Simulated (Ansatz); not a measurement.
Rows from a G0W0 calculation on CdS (Hawleyite) (Ansatz 0.2.0; G0W0 on PBE, plane waves, PAW; 4×4×4 mesh, 148 empty bands, screening to 120 eV, hard PAW files), in eV. Spin-orbit coupling is left out.

```
row      Σx     Σc     Vxc     Z
  A  -21.04   2.36  -18.11  0.73
  B   -8.43  -3.86  -12.40  0.76
  C   -6.47  -4.57  -11.35  0.75
```

**Question.** Which rows are filled states and which are empty ones, and how can one tell?

Filled: A. Empty: B and C. The sign of Σc tells: for a filled state bare exchange, which holds its interaction with itself, lies below Vxc (Σx − Vxc is -2.9 eV or lower here) and screening gives part back as a positive Σc. For an empty state Σx lies above Vxc (+4.0 eV or more) and the Coulomb hole leaves Σc negative.

[Paths, hosts, dates, memory and timing lines, banners, echoed tables and standing remarks are left out of the program output.]

[Logs are printed without paths, hosts, clocks, repeated set-up lines and the standing remarks that a program may print on its own settings, such as how far it seeks lower states.]

[Runs of the session that timed out or met a known fault of the program may be left out.]

[Cells called generated may have been cut or substituted from an entry of the Crystallography Open Database or the Materials Project.]

[Hosts, paths, dates, database ids (printed as entryN), source tags and the programs' standing remarks are cut or masked in the printed files.]
